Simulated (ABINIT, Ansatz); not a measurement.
# Hf (Hafnium): from the cell to the phonon bands, part 2 of 4

How does Hf (Hafnium) vibrate, and is this structure a minimum?

ABINIT 10.8.3; DFT PBE, scalar-relativistic, plane waves, PseudoDojo norm-conserving pseudopotentials.

So far. Step 3 (Relaxation): The volume changes by +0.8 % in this run and stands +0.8 % from the first cell. Step 4 (Ground state): The cell stands at -0.57 GPa: the relaxation ran with a smoothed and higher cutoff, and the difference is a stress of the finite basis. The relaxed cell has a = 3.205, c = 5.074 Å (conventional setting).

### 5. Linear response at Γ

At q = 0 one unit cell holds all displacements. The response is solved for single atoms along the cell's directions, and symmetry skips those that follow from others. The crystal is treated as a metal, which screens a static field, so no field response is asked.

File dfpt_gamma.abi:

```

# common to the responses
getwfk_filepath "gso_WFK"
kptopt 2
nqpt 1
qpt 0.0 0.0 0.0
asr 0
chneut 0

# displacements
rfphon 1
rfatpol 1 2
rfdir 1 1 1
tolvrs 1.0d-10
prtwf 0
prtpot 1

# basis, mesh and filling
ecut 25.0
ngkpt 12 12 6
nshiftk 1
shiftk 0.0 0.0 0.0
istwfk *1
occopt 7
tsmear 0.01
nband 19
nstep 100
diemac 1000000.0
prtebands 0
prtgsr 0

# cell and atoms
acell 3*1.0 Angstrom
rprim 
    3.20460173 0.0 0.0
    -1.602300865 2.775266507 0.0
    0.0 0.0 5.073567145
ntypat 1
znucl 72
natom 2
typat 1 1
xred 
    1/3 2/3 0.25
    2/3 1/3 0.75
pp_dirpath "./pseudo"
pseudos "Hf.upf"
```

The run is started by

```bash
OMP_NUM_THREADS=1 mpirun -n 8 abinit dfpt_gamma.abi > dfpt_gamma.log
```

Numbers of over 12 decimals in the logs are rounded to 6 here.

dfpt_gamma.abo, the main output file:

```text
[banners, grids, parts of the stress and lines that vanish by symmetry left out]
- input  file    -> dfpt_gamma.abi
- output file    -> dfpt_gamma.abo
- root for input  files -> dfpt_gammai
- root for output files -> dfpt_gammao

 Symmetries : space group P6_3/m m c (#194); Bravais hP (primitive hexag.)
================================================================================
 Values of the parameters that define the memory need of the present run (RF).
     intxc =       0      iscf =       7    lmnmax =       8     lnmax =       8
     mgfft =      45  mpssoang =       4    mqgrid =    3001     natom =       2
  nloc_mem =       1    nspden =       1   nspinor =       1    nsppol =       1
      nsym =      24    n1xccc =    2501    ntypat =       1    occopt =       7
   xclevel =       2
-    mband =          19        mffmem =           1         mkmem =          55
-   mkqmem =          55        mk1mem =          55           mpw =        1846
      nfft =       40500          nkpt =         436
- my_mband =          19
================================================================================
================================================================================

--------------------------------------------------------------------------------
------------- Echo of variables that govern the present computation ------------
--------------------------------------------------------------------------------
-
- outvars: echo of selected default values
-   iomode0 =  0 , fftalg0 =312 , wfoptalg0 =  0
-
- outvars: echo of global parameters not present in the input file
-  max_nthreads =    1
-
 -outvars: echo values of preprocessed input variables
 [... echo left out ...]
================================================================================

 chkinp: Checking input parameters for consistency.

[...]
== DATASET  1 ==================================================================
-   mpi_nproc: 8, omp_nthreads: 1 (-1 if OMP is not activated)

--- !DatasetInfo
iteration_state: {dtset: 1, }
dimensions: {natom: 2, nkpt: 436, mband: 19, nsppol: 1, nspinor: 1, nspden: 1, mpw: 1846, }
cutoff_energies: {ecut:  25.0, pawecutdg:  -1.0, }
electrons: {nelect:   2.40000000E+01, charge:   0.00000000E+00, occopt:   7.00000000E+00, tsmear:   1.00000000E-02, }
meta: {optdriver: 1, rfphon: 1, }
...

 mkfilename: getwfk from: gso_WFK

 Real(R)+Recip(G) space primitive vectors, cartesian coordinates (Bohr,Bohr^-1):
 R(1)=  6.0558196  0.0000000  0.0000000  G(1)=  0.1651304  0.0953381  0.0000000
 R(2)= -3.0279098  5.2444936  0.0000000  G(2)=  0.0000000  0.1906762  0.0000000
 R(3)=  0.0000000  0.0000000  9.5876524  G(3)=  0.0000000  0.0000000  0.1043008
 Unit cell volume ucvol=  3.0450103E+02 bohr^3
 Angles (23,13,12)=  9.00000000E+01  9.00000000E+01  1.20000000E+02 degrees
 setup1 : take into account q-point for computing boxcut.

 getcut: wavevector=  0.0000  0.0000  0.0000  ngfft=  30  30  45
         ecut(hartree)=     25.000   => boxcut(ratio)=   2.03894

--- Pseudopotential description ------------------------------------------------
- pspini: atom type   1  psp file is ./pseudo/Hf.upf

   1.05332604E+03                                ecore*ucvol(ha*bohr**3)
--------------------------------------------------------------------------------

 ==>  initialize data related to q vector <==

 The list of irreducible perturbations for this q vector is:
    1)    idir= 1    ipert=   1
    2)    idir= 3    ipert=   1

[...]
The perturbation idir=   2  ipert=   1 is
 symmetric of a previously calculated perturbation.
 So, its SCF calculation is not needed.

 The perturbation idir=   1  ipert=   2 is
 symmetric of a previously calculated perturbation.
 So, its SCF calculation is not needed.

 The perturbation idir=   2  ipert=   2 is
 symmetric of a previously calculated perturbation.
 So, its SCF calculation is not needed.

 The perturbation idir=   3  ipert=   2 is
 symmetric of a previously calculated perturbation.
 So, its SCF calculation is not needed.

--------------------------------------------------------------------------------
 Perturbation wavevector (in red.coord.)   0.000000  0.000000  0.000000
 Perturbation : displacement of atom   1   along direction   1
 Found     2 symmetries that leave the perturbation invariant.

[...]
dfpt_looppert : total number of electrons, from k and k+q
  fully or partially occupied states are    2.400000E+01 and    2.400000E+01.
 Initialisation of the first-order wave-functions :
  ireadwf=   0

--- !BeginCycle
iteration_state: {dtset: 1, }
solver: {iscf: 7, nstep: 100, nline: 4, wfoptalg: 0, }
tolerances: {tolvrs: 1.00E-10, }
...

     iter   2DEtotal(Ha)        deltaE(Ha) residm    vres2
-ETOT  1   1.149294     -1.240E+03 1.479E+00 1.162E+02
 ETOT  2  0.755568     -3.937E-01 1.899E+00 4.564E+00
 ETOT  3  0.752212     -3.356E-03 5.405E-02 1.962E-01
 ETOT  4  0.752120     -9.186E-05 5.083E-01 5.732E-02
 ETOT  5  0.752124      3.862E-06 4.911E-02 7.847E-02
[...]
At SCF step    9       vres2   =  4.04E-11 < tolvrs=  1.00E-10 =>converged.
[...]
Mean square residual over all n,k,spin=   24.497E-06; max=  40.100E-03

 Thirteen components of 2nd-order total energy (hartree) are
 1,2,3: 0th-order hamiltonian combined with 1st-order wavefunctions
     kin0=   8.75960619E+02 eigvalue=   1.41140369E+02  local=  -5.85373422E+02
 4,5,6: 1st-order hamiltonian combined with 1st and 0th-order wfs
 loc psp =  -1.70973720E+03  Hartree=   3.93695074E+02     xc=  -9.08422937E+01
 note that "loc psp" includes a xc core correction that could be resolved
 7,8,9: eventually, occupation + non-local contributions
    edocc=   2.02221491E+02     enl0=   3.03561663E+02   enl1=  -7.70989798E+02
 1-9 gives the relaxation energy (to be shifted if some occ is /=2.0)
   erelax=  -1.24036350E+03
 10,11,12 Non-relaxation  contributions : frozen-wavefunctions and Ewald
 fr.local=   8.03632666E+02 fr.nonlo=   3.85290900E+02  Ewald=   1.14912864E+01
 13,14 Frozen wf xc core corrections (1) and (2)
 frxc 1  =  -1.63117153E+02  frxc 2 =   2.03817903E+02
 Resulting in :
 2DEtotal=    0.7521038744E+00 Ha. Also 2DEtotal=    0.204657890239E+02 eV
    (2DErelax=   -1.2403634994E+03 Ha. 2DEnonrelax=    1.2411156033E+03 Ha)
    (  non-var. 2DEtotal :    7.5210371079E-01 Ha)

[...]
Perturbation wavevector (in red.coord.)   0.000000  0.000000  0.000000
 Perturbation : displacement of atom   1   along direction   3
 Found     6 symmetries that leave the perturbation invariant.

--------------------------------------------------------------------------------

--------------------------------------------------------------------------------

 dfpt_looppert : total number of electrons, from k and k+q
  fully or partially occupied states are    2.400000E+01 and    2.400000E+01.
 Initialisation of the first-order wave-functions :
  ireadwf=   0

--- !BeginCycle
iteration_state: {dtset: 1, }
solver: {iscf: 7, nstep: 100, nline: 4, wfoptalg: 0, }
tolerances: {tolvrs: 1.00E-10, }
...

     iter   2DEtotal(Ha)        deltaE(Ha) residm    vres2
-ETOT  1   14.888917330611     -3.530E+03 3.850E+00 4.889E+04
[...]
ETOT  9   3.256533     -4.165E-10 1.682E-01 2.840E-09
 ETOT 10   3.256533      1.683E-10 1.721E+00 1.138E-11

 At SCF step   10       vres2   =  1.14E-11 < tolvrs=  1.00E-10 =>converged.
[...]
Mean square residual over all n,k,spin=   16.483E-04; max=  17.211E-01

 Thirteen components of 2nd-order total energy (hartree) are
 1,2,3: 0th-order hamiltonian combined with 1st-order wavefunctions
     kin0=   2.26768881E+03 eigvalue=   3.53698567E+02  local=  -1.51880253E+03
 4,5,6: 1st-order hamiltonian combined with 1st and 0th-order wfs
 loc psp =  -5.18062348E+03  Hartree=   1.42645510E+03     xc=  -2.35256844E+02
 note that "loc psp" includes a xc core correction that could be resolved
 7,8,9: eventually, occupation + non-local contributions
    edocc=   4.82673418E+02     enl0=   7.64851792E+02   enl1=  -1.90199315E+03
 1-9 gives the relaxation energy (to be shifted if some occ is /=2.0)
   erelax=  -3.54130832E+03
 10,11,12 Non-relaxation  contributions : frozen-wavefunctions and Ewald
 fr.local=   1.99850613E+03 fr.nonlo=   9.54839839E+02  Ewald=   4.88663721E+02
 13,14 Frozen wf xc core corrections (1) and (2)
 frxc 1  =  -4.09178513E+02  frxc 2 =   5.11733679E+02
 Resulting in :
 2DEtotal=    0.3256533287E+01 Ha. Also 2DEtotal=    0.886147851059E+02 eV
    (2DErelax=   -3.5413083177E+03 Ha. 2DEnonrelax=    3.5445648510E+03 Ha)
    (  non-var. 2DEtotal :    3.2565341973E+00 Ha)

[...]
---- first-order wavefunction calculations are completed ----

 ==> Compute Derivative Database <==

 [... matrices left out ...]
  Phonon wavevector (reduced coordinates) :  0.00000  0.00000  0.00000
 Phonon energies in Hartree :
  -9.745652E-06  1.120615E-05  1.120615E-05  3.550068E-04  3.550068E-04
   4.667542E-04
 Phonon frequencies in cm-1    :
- -2.138923E+00  2.459466E+00  2.459466E+00  7.791500E+01  7.791500E+01
-  1.024407E+02

== END DATASET(S) ==============================================================
================================================================================

 -outvars: echo values of variables after computation
            acell      1.8897261259E+00  1.8897261259E+00  1.8897261259E+00 Bohr
           etotal      3.2565332874E+00
            fcart      0.0000000000E+00  0.0000000000E+00  0.0000000000E+00
           strten      0.0000000000E+00  0.0000000000E+00  0.0000000000E+00
================================================================================
```

Wall time 69 s (8 MPI ranks of Arm Neoverse V1, shared host); 9.2 min of CPU time.

Numbers from this step:

| Property | Result |
| --- | --- |
| largest acoustic frequency at the zone centre before the sum rule | 2.46 cm⁻¹ |
| highest optical zone-centre mode (no LO-TO term) | 102.4 cm⁻¹ |
| lowest optical zone-centre mode | 77.92 cm⁻¹ |

The acoustic modes at Γ come out as far as 2.5 cm⁻¹ from zero, where they should vanish, a small numerical error.

### 6. Linear response on the mesh

Linear response treats each wavevector of the 3×3×2 mesh in the unit cell; the first-order potentials are kept for the electron-phonon matrix elements.

File dfpt_q.abi:

```
ndtset 5

# wavevectors
qpt1 0.3333333333 0.0 0.0
qpt2 0.3333333333 0.3333333333 0.0
qpt3 0.0 0.0 0.5
qpt4 0.3333333333 0.0 0.5
qpt5 0.3333333333 0.3333333333 0.5

# displacements
getwfk_filepath "gso_WFK"
getwfq_filepath "gso_WFK"
kptopt 3
nqpt 1
rfphon 1
rfatpol 1 2
rfdir 1 1 1
tolvrs 1.0d-10
prtwf 0
prtpot 1

# basis, mesh and filling
ecut 25.0
ngkpt 12 12 6
nshiftk 1
shiftk 0.0 0.0 0.0
istwfk *1
occopt 7
tsmear 0.01
nband 19
nstep 100
diemac 1000000.0
prtebands 0
prtgsr 0

# cell and atoms
acell 3*1.0 Angstrom
rprim 
    3.20460173 0.0 0.0
    -1.602300865 2.775266507 0.0
    0.0 0.0 5.073567145
ntypat 1
znucl 72
natom 2
typat 1 1
xred 
    1/3 2/3 0.25
    2/3 1/3 0.75
pp_dirpath "./pseudo"
pseudos "Hf.upf"
```

The run is started by

```bash
OMP_NUM_THREADS=1 mpirun -n 8 abinit dfpt_q.abi > dfpt_q.log
```

dfpt_q.abo, the main output file:

```text
[banners, grids, parts of the stress and lines that vanish by symmetry left out]
- input  file    -> dfpt_q.abi
- output file    -> dfpt_q.abo
- root for input  files -> dfpt_qi
[...]
DATASET    1 : space group P6_3/m m c (#194); Bravais hP (primitive hexag.)
[...]
nfft =       40500          nkpt =         864
[...]
DATASET    2 : space group P6_3/m m c (#194); Bravais hP (primitive hexag.)
[...]
nfft =       40500          nkpt =         864
[...]
DATASET    3 : space group P6_3/m m c (#194); Bravais hP (primitive hexag.)
[...]
nfft =       40500          nkpt =         864
[...]
DATASET    4 : space group P6_3/m m c (#194); Bravais hP (primitive hexag.)
[...]
nfft =       40500          nkpt =         864
[...]
DATASET    5 : space group P6_3/m m c (#194); Bravais hP (primitive hexag.)
[...]
nfft =       40500          nkpt =         864
[...]
== DATASET  1 ==================================================================
[...]
cutoff_energies: {ecut:  25.0, pawecutdg:  -1.0, }
[...]
Perturbation : displacement of atom   1   along direction   1
[...]
-ETOT  1   15.644724131669     -1.432E+03 1.539E+00 1.233E+05
 ETOT  2   24.753902916106      9.109E+00 1.352E+01 2.173E+05
 ETOT  3   3.335080     -2.142E+01 3.189E+00 1.691E+03
 ETOT  4   3.161898     -1.732E-01 2.778E+01 6.547E+01
 ETOT  5   3.139721     -2.218E-02 1.038E+00 1.292E+00
[...]
At SCF step   13       vres2   =  1.60E-11 < tolvrs=  1.00E-10 =>converged.
[...]
Perturbation : displacement of atom   1   along direction   2
[...]
-ETOT  1   2.352026     -1.264E+03 1.290E+00 9.074E+01
[...]
At SCF step   12       vres2   =  1.44E-12 < tolvrs=  1.00E-10 =>converged.
[...]
Perturbation : displacement of atom   1   along direction   3
[...]
-ETOT  1   10.644126653915     -3.347E+03 4.517E+00 1.499E+04
[...]
At SCF step   13       vres2   =  4.52E-12 < tolvrs=  1.00E-10 =>converged.
[...]
Phonon wavevector (reduced coordinates) :  0.33333  0.00000  0.00000
 Phonon energies in Hartree :
[...]
Phonon frequencies in cm-1    :
-  5.528308E+01  6.357087E+01  1.100924E+02  1.130199E+02  1.133708E+02
-  1.280236E+02
[...]
== DATASET  2 ==================================================================
[...]
cutoff_energies: {ecut:  25.0, pawecutdg:  -1.0, }
[...]
Perturbation : displacement of atom   1   along direction   1
[...]
-ETOT  1   9.558003     -1.393E+03 1.561E+00 2.066E+04
[...]
At SCF step   10       vres2   =  8.99E-11 < tolvrs=  1.00E-10 =>converged.
[...]
Perturbation : displacement of atom   1   along direction   3
[...]
-ETOT  1   8.155519     -3.272E+03 4.314E+00 2.615E+03
[...]
At SCF step   11       vres2   =  2.10E-12 < tolvrs=  1.00E-10 =>converged.
[...]
Phonon wavevector (reduced coordinates) :  0.33333  0.33333  0.00000
 Phonon energies in Hartree :
[...]
Phonon frequencies in cm-1    :
-  9.840994E+01  9.840994E+01  1.086548E+02  1.086548E+02  1.122249E+02
-  1.502619E+02
[...]
== DATASET  3 ==================================================================
[...]
cutoff_energies: {ecut:  25.0, pawecutdg:  -1.0, }
[...]
- 72.00000  12.00000  171031                  znucl, zion, pspdat
[...]
Perturbation : displacement of atom   1   along direction   1
[...]
-ETOT  1   5.713263     -1.391E+03 1.819E+00 7.502E+03
[...]
At SCF step   12       vres2   =  2.05E-13 < tolvrs=  1.00E-10 =>converged.
[...]
Perturbation : displacement of atom   1   along direction   3
[...]
-ETOT  1   11.987118573384     -3.297E+03 3.906E+00 6.044E+03
[...]
ETOT 10   9.302914     -4.547E-13 4.865E+01 8.527E-09
 ETOT 11   9.302914     -8.595E-11 5.074E+01 4.846E-11
 At SCF step   11       vres2   =  4.85E-11 < tolvrs=  1.00E-10 =>converged.
[...]
Phonon wavevector (reduced coordinates) :  0.33333  0.33333  0.50000
 Phonon energies in Hartree :
[...]
Phonon frequencies in cm-1    :
-  5.649603E+01  5.649603E+01  1.335367E+02  1.335367E+02  1.413357E+02
-  1.413357E+02
[...]
strten3     0.0000000000E+00  0.0000000000E+00  0.0000000000E+00
           
================================================================================
```

Elapsed: 27 min, on 8 MPI ranks; 3.7 h of CPU time.

Numbers from this step:

```
lowest mode on the q mesh (acoustic ones at the zone centre apart) : 55.21 cm⁻¹
```

Frequencies (cm⁻¹) before the sum rule at the irreducible wavevectors but Γ, which is solved apart; negative means imaginary. Frequencies by wavevector:

```tsv
q (fractions)	star	mode 1	mode 2	mode 3	mode 4	mode 5	mode 6
0.3333 0 0	6	55.28	63.57	110.1	113	113.4	128
0.3333 0.3333 0	2	98.41	98.41	108.7	108.7	112.2	150.3
0 0 0.5	1	55.21	55.21	55.21	55.21	105.8	105.8
0.3333 0 0.5	6	89.45	89.45	90.97	90.98	137.1	137.1
0.3333 0.3333 0.5	2	56.5	56.5	133.5	133.5	141.3	141.3
```

(Continued in part 3 of 4.)

[Host names and launcher messages were left out of these logs when they were recorded.]

[Logs are printed without paths, hosts, clocks, repeated set-up lines and the standing remarks that a program may print on its own settings, such as how far it seeks lower states.]

[Hosts, paths, dates, database ids (printed as entryN), source tags and the programs' standing remarks are cut or masked in the printed files.]
